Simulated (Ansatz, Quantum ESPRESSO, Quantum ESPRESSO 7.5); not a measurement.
# Complex bands of CdTe, zinc blende type, lattice constant set to 6.52 Å

Aim: how fast states decay in the gap of CdTe, zinc blende type, lattice constant set to 6.52 Å.

Method: plane-wave DFT, LDA, GBRV ultrasoft pseudopotentials (cross-check by Ansatz 0.2.0 with PAW datasets), in Quantum ESPRESSO 7.5.

### 1. The structure

It takes space group F-43m (No. 216, cubic). Conventional cell: a = 6.520 Å, b = 6.520 Å, c = 6.520 Å, α = 90.00°, β = 90.00°, γ = 90.00°. Nearest to Cd lie 4 Te at 2.82 Å. Nearest to Te lie 4 Cd at 2.82 Å. Farther neighbours and most contacts between anions are not listed.

Coordinates:

```cif
data_structure
_symmetry_space_group_name_H-M 'F-43m'
_symmetry_Int_Tables_number 216
_cell_length_a 6.5200
_cell_length_b 6.5200
_cell_length_c 6.5200
_cell_angle_alpha 90.000
_cell_angle_beta 90.000
_cell_angle_gamma 90.000
_cell_volume 277.17
loop_
_atom_site_label
_atom_site_type_symbol
_atom_site_symmetry_multiplicity
_atom_site_Wyckoff_symbol
_atom_site_fract_x
_atom_site_fract_y
_atom_site_fract_z
_atom_site_occupancy
Cd1 Cd 4 a 0.00000 0.00000 0.00000 1
Te1 Te 4 c 0.75000 0.75000 0.25000 1
```

### 2. SCF with pw.x

pwcond needs a cell whose third axis lies along the current and stands perpendicular to the other two.

File scf.in:

```
&control
  prefix = 'scf'
  outdir = './out'
  pseudo_dir = './pseudo'
  calculation = 'scf'
  tprnfor = .true.
/
&system
  ibrav = 0
  nat = 4
  ntyp = 2
  ecutwfc = 40
  ecutrho = 200
  occupations = 'fixed'
  nbnd = 22
/
&electrons
  conv_thr = 1e-09
  mixing_beta = 0.6
  electron_maxstep = 120
/
ATOMIC_SPECIES
  Cd  112.4140  cd_lda_v1.uspp.F.UPF
  Te  127.6000  te_lda_v1.uspp.F.UPF
CELL_PARAMETERS angstrom
  4.61033621333629 0.00000000000000 0.00000000000000
  0.00000000000000 4.61033621333629 0.00000000000000
  0.00000000000000 0.00000000000000 6.52000000000000
ATOMIC_POSITIONS crystal
  Cd  0.000000000000 0.000000000000 0.000000000000
  Te  0.500000000000 0.000000000000 0.250000000000
  Cd  0.500000000000 0.500000000000 0.500000000000
  Te  0.000000000000 0.500000000000 0.750000000000
K_POINTS automatic
  6 6 4 0 0 0
```

Command:

```sh
OMP_NUM_THREADS=1 mpirun -n 2 pw.x -nk 2 -in scf.in > scf.out
```

The log of the run:

```text
Program PWSCF v.7.5 starts
[citation notice left out]

     Parallel version (MPI & OpenMP), running on       2 processor cores
     Number of MPI processes:                 2
     Threads/MPI process:                     1

     MPI processes distributed on     1 nodes
[...]
Current dimensions of program PWSCF are:
     Max number of different atomic species (ntypx) = 10
     Max number of k-points (npk) =  40000
     Max angular momentum in pseudopotentials (lmaxx) =  4
     Found identity + ( -0.5000 -0.5000 -0.5000) symmetry
     This is a supercell, fractional translations are disabled
     Message from routine setup:
     using ibrav=0 with symmetry is DISCOURAGED, use correct ibrav instead

     K-points division:     npool     =       2
     Subspace diagonalization in iterative solution of the eigenvalue problem:
     a serial algorithm will be used

     G-vector sticks info
     --------------------
     sticks:   dense  smooth     PW     G-vecs:    dense   smooth      PW
     Sum        1201     973    293                44551    32029    5223

     Using Slab Decomposition

     bravais-lattice index     =            0
     lattice parameter (alat)  =       8.7123  a.u.
     unit-cell volume          =     935.2105 (a.u.)^3
     number of atoms/cell      =            4
     number of atomic types    =            2
     number of electrons       =        36.00
     number of Kohn-Sham states=           22
     kinetic-energy cutoff     =      40.0000  Ry
     charge density cutoff     =     200.0000  Ry
     scf convergence threshold =      1.0E-09
     mixing beta               =       0.6000
     number of iterations used =            8  plain     mixing
     Exchange-correlation= SLA  PZ   NOGX NOGC
                           (   1   1   0   0   0   0   0)

     celldm(1)=   8.712273  celldm(2)=   0.000000  celldm(3)=   0.000000
     celldm(4)=   0.000000  celldm(5)=   0.000000  celldm(6)=   0.000000

     crystal axes: (cart. coord. in units of alat)
               a(1) = (   1.000000   0.000000   0.000000 )
               a(2) = (   0.000000   1.000000   0.000000 )
               a(3) = (   0.000000   0.000000   1.414214 )

     reciprocal axes: (cart. coord. in units 2 pi/alat)
               b(1) = (  1.000000  0.000000  0.000000 )
               b(2) = (  0.000000  1.000000  0.000000 )
               b(3) = (  0.000000  0.000000  0.707107 )

     PseudoPot. # 1 for Cd read from file:
     ./pseudo/cd_lda_v1.uspp.F.UPF
     Pseudo is Ultrasoft + core correction, Zval = 12.0
     Generated by new atomic code, or converted to UPF format
     Using radial grid of  889 points,  6 beta functions with:
                l(1) =   0
                l(2) =   0
                l(3) =   1
                l(4) =   1
                l(5) =   2
                l(6) =   2
     Q(r) pseudized with  6 coefficients,  rinner =    1.000   1.000   1.000
                                                       1.000   1.000

     PseudoPot. # 2 for Te read from file:
     ./pseudo/te_lda_v1.uspp.F.UPF
     Pseudo is Ultrasoft + core correction, Zval =  6.0
     Generated by new atomic code, or converted to UPF format
     Using radial grid of  891 points,  5 beta functions with:
                l(1) =   0
                l(2) =   0
                l(3) =   1
                l(4) =   1
                l(5) =   2
     Q(r) pseudized with  6 coefficients,  rinner =    1.800   1.800   1.800
                                                       1.800   1.800

     atomic species   valence    mass     pseudopotential
     Cd               12.00   112.41400     Cd( 1.00)
     Te                6.00   127.60000     Te( 1.00)

      8 Sym. Ops. (no inversion) found

   Cartesian axes

     site n.     atom                  positions (alat units)
         1        Cd     tau(   1) = (   0.0000000   0.0000000   0.0000000  )
         2        Te     tau(   2) = (   0.5000000   0.0000000   0.3535534  )
         3        Cd     tau(   3) = (   0.5000000   0.5000000   0.7071068  )
         4        Te     tau(   4) = (   0.0000000   0.5000000   1.0606602  )

     number of k points=    30
                       cart. coord. in units 2pi/alat
        k(    1) = (   0.0000000   0.0000000   0.0000000), wk =   0.0138889
        k(    2) = (   0.0000000   0.0000000   0.1767767), wk =   0.0277778
        k(    3) = (   0.0000000   0.0000000  -0.3535534), wk =   0.0138889
        k(    4) = (   0.0000000   0.1666667   0.0000000), wk =   0.0555556
        k(    5) = (   0.0000000   0.1666667   0.1767767), wk =   0.1111111
        k(    6) = (   0.0000000   0.1666667  -0.3535534), wk =   0.0555556
        k(    7) = (   0.0000000   0.3333333   0.0000000), wk =   0.0555556
        k(    8) = (   0.0000000   0.3333333   0.1767767), wk =   0.1111111
        k(    9) = (   0.0000000   0.3333333  -0.3535534), wk =   0.0555556
        k(   10) = (   0.0000000  -0.5000000   0.0000000), wk =   0.0277778
[...]
k(   30) = (  -0.5000000  -0.5000000  -0.3535534), wk =   0.0138889

     Dense  grid:    44551 G-vectors     FFT dimensions: (  40,  40,  60)

     Smooth grid:    32029 G-vectors     FFT dimensions: (  36,  36,  50)

     Estimated max dynamical RAM per process >     118.82 MB

     Estimated total dynamical RAM >     226.75 MB

     Initial potential from superposition of free atoms

     starting charge      34.9996, renormalised to      36.0000

     negative rho (up, down):  3.842E-02 0.000E+00
     Starting wfcs are   26 randomized atomic wfcs

     total cpu time spent up to now is        1.7 secs

     per-process dynamical memory:    54.2 Mb

     Self-consistent Calculation

     iteration #  1     ecut=    40.00 Ry     beta= 0.60
     Davidson diagonalization with overlap
     ethr =  1.00E-02,  avg # of iterations =  2.6

     Threshold (ethr) on eigenvalues was too large:
     Diagonalizing with lowered threshold

     Davidson diagonalization with overlap
     ethr =  4.29E-04,  avg # of iterations =  2.0

     negative rho (up, down):  3.707E-02 0.000E+00

     total cpu time spent up to now is        3.6 secs

     total energy              =    -282.15991782 Ry
     estimated scf accuracy    <       0.16040174 Ry

     iteration #  2     ecut=    40.00 Ry     beta= 0.60
[...]
negative rho (up, down):  3.785E-02 0.000E+00

[...]
total energy              =    -282.21598422 Ry
     estimated scf accuracy    <       0.03796838 Ry

     iteration #  3     ecut=    40.00 Ry     beta= 0.60
[...]
negative rho (up, down):  3.819E-02 0.000E+00

[...]
total energy              =    -282.22172689 Ry
     estimated scf accuracy    <       0.00122486 Ry

     iteration #  4     ecut=    40.00 Ry     beta= 0.60
[...]
negative rho (up, down):  3.815E-02 0.000E+00

[...]
total energy              =    -282.22206728 Ry
     estimated scf accuracy    <       0.00046971 Ry

     iteration #  5     ecut=    40.00 Ry     beta= 0.60
[...]
negative rho (up, down):  3.820E-02 0.000E+00

[...]
total energy              =    -282.22223577 Ry
     estimated scf accuracy    <       0.00001539 Ry

     iteration #  6     ecut=    40.00 Ry     beta= 0.60
[...]
negative rho (up, down):  3.822E-02 0.000E+00

[...]
total energy              =    -282.22225268 Ry
     estimated scf accuracy    <       0.00000054 Ry

     iteration #  7     ecut=    40.00 Ry     beta= 0.60
[...]
negative rho (up, down):  3.824E-02 0.000E+00

[...]
total energy              =    -282.22225330 Ry
     estimated scf accuracy    <       0.00000006 Ry

     iteration #  8     ecut=    40.00 Ry     beta= 0.60
[...]
negative rho (up, down):  3.824E-02 0.000E+00

[...]
total energy              =    -282.22225332 Ry
     estimated scf accuracy    <       0.00000001 Ry

     iteration #  9     ecut=    40.00 Ry     beta= 0.60
[...]
negative rho (up, down):  3.824E-02 0.000E+00

[...]
End of self-consistent calculation

          k = 0.0000 0.0000 0.0000 (  4001 PWs)   bands (ev):

    -6.5667  -6.0463  -3.5427  -3.5427  -3.5426  -3.3919  -3.3823  -3.3823
    -3.2908  -3.2905  -3.2542  -2.8441   0.3115   2.7878   2.7878   4.6275
     4.6282   4.6282   5.0773   7.0877   7.1425   9.1084

          k = 0.0000 0.0000 0.1768 (  4009 PWs)   bands (ev):

    -6.4899  -6.1202  -3.5214  -3.5214  -3.4995  -3.4081  -3.4081  -3.3829
    -3.2972  -3.2852  -3.2595  -3.0237   0.7903   2.9944   2.9944   3.2881
     4.2563   4.2563   6.4456   7.1168   7.4755   8.4875

          k = 0.0000 0.0000-0.3536 (  3992 PWs)   bands (ev):

    -6.3037  -6.3037  -3.4670  -3.4670  -3.4669  -3.4669  -3.3906  -3.3906
    -3.2723  -3.2723  -3.2693  -3.2693   1.9017   1.9017   3.5536   3.5536
     3.5536   3.5536   7.4010   7.4010   7.7710   7.7710

          k = 0.0000 0.1667 0.0000 (  4015 PWs)   bands (ev):

    -6.4987  -6.0491  -3.5321  -3.5250  -3.4944  -3.4169  -3.3934  -3.3550
    -3.2939  -3.2885  -3.2632  -2.8092   0.3591   2.3428   2.9319   3.2601
     4.2600   4.5487   6.2019   7.2346   8.1150   8.9198

          k = 0.0000 0.1667 0.1768 (  4003 PWs)   bands (ev):

    -6.4315  -6.1124  -3.5193  -3.5152  -3.4347  -3.4310  -3.4183  -3.3515
    -3.2939  -3.2876  -3.2647  -2.9652   0.6831   2.4800   2.6697   3.1205
     4.2393   4.3289   6.4248   7.3667   8.2525   9.1117

          k = 0.0000 0.1667-0.3536 (  4000 PWs)   bands (ev):

    -6.2701  -6.2701  -3.4815  -3.4815  -3.4704  -3.4704  -3.3399  -3.3399
    -3.2741  -3.2741  -3.2250  -3.2250   1.4637   1.4637   3.5016   3.5016
     3.6252   3.6252   7.2955   7.2955   8.5174   8.5174

[...]
highest occupied, lowest unoccupied level (ev):     4.6282    5.0773

!    total energy              =    -282.22225332 Ry
     estimated scf accuracy    <          7.4E-10 Ry

     The total energy is the sum of the following terms:
     one-electron contribution =     -94.63134221 Ry
     hartree contribution      =      71.84597728 Ry
     xc contribution           =    -106.72966351 Ry
     ewald contribution        =    -152.70722488 Ry

     convergence has been achieved in   9 iterations

     negative rho (up, down):  3.824E-02 0.000E+00

     Forces acting on atoms (cartesian axes, Ry/au):

     atom    1 type  1   force =     0.00000000    0.00000000    0.00000000
     atom    2 type  2   force =     0.00000000    0.00000000   -0.00000261
     atom    3 type  1   force =     0.00000000    0.00000000    0.00000000
     atom    4 type  2   force =     0.00000000    0.00000000    0.00000261

     Total force =     0.000004     Total SCF correction =     0.000013
     SCF correction compared to forces is large: reduce conv_thr to get better values

[...]
=------------------------------------------------------------------------------=
   JOB DONE.
=------------------------------------------------------------------------------=
```

Elapsed: 15 s, on 2 MPI ranks of Intel Xeon Platinum 8488C (Sapphire Rapids), shared host; peak memory 0.27 GiB; 30 s of CPU time.

Read from the output:

```
free energy                          : -3839.8294 eV
valence top, on the run's zero       : 4.628 eV
conduction bottom, on the run's zero : 5.077 eV
gap by band count                    : 0.4490 eV
```

The program's own clock; routines nest. Time by routine:

```csv
routine,wall time (s),calls
PWSCF,14.36,1
electrons,12.42,1
c_bands,9.65,10
cegterg,8.19,150
h_psi,5.95,708
vloc_psi,4.72,708
fftw,4.64,23710
sum_band,1.97,10
init_run,1.57,1
calbec,0.88,918
newd,0.82,10
h_psi:calbec,0.64,708
hinit0,0.61,1
wfcinit,0.53,1
```

The run needed 9 iterations to bring the estimated error under 1e-09 Ry.

[end of part 1 of 3]

[Logs are printed without paths, hosts, clocks, repeated set-up lines and the standing remarks that a program may print on its own settings, such as how far it seeks lower states.]

[Hosts, paths, dates, database ids (printed as entryN), source tags and the programs' standing remarks are cut or masked in the printed files.]

[Maps of the electrostatic potential energy from Ansatz leave out the sawtooth potential of an applied field or a dipole correction, so their vacuum need not be flat; planar profiles and work functions include it.]
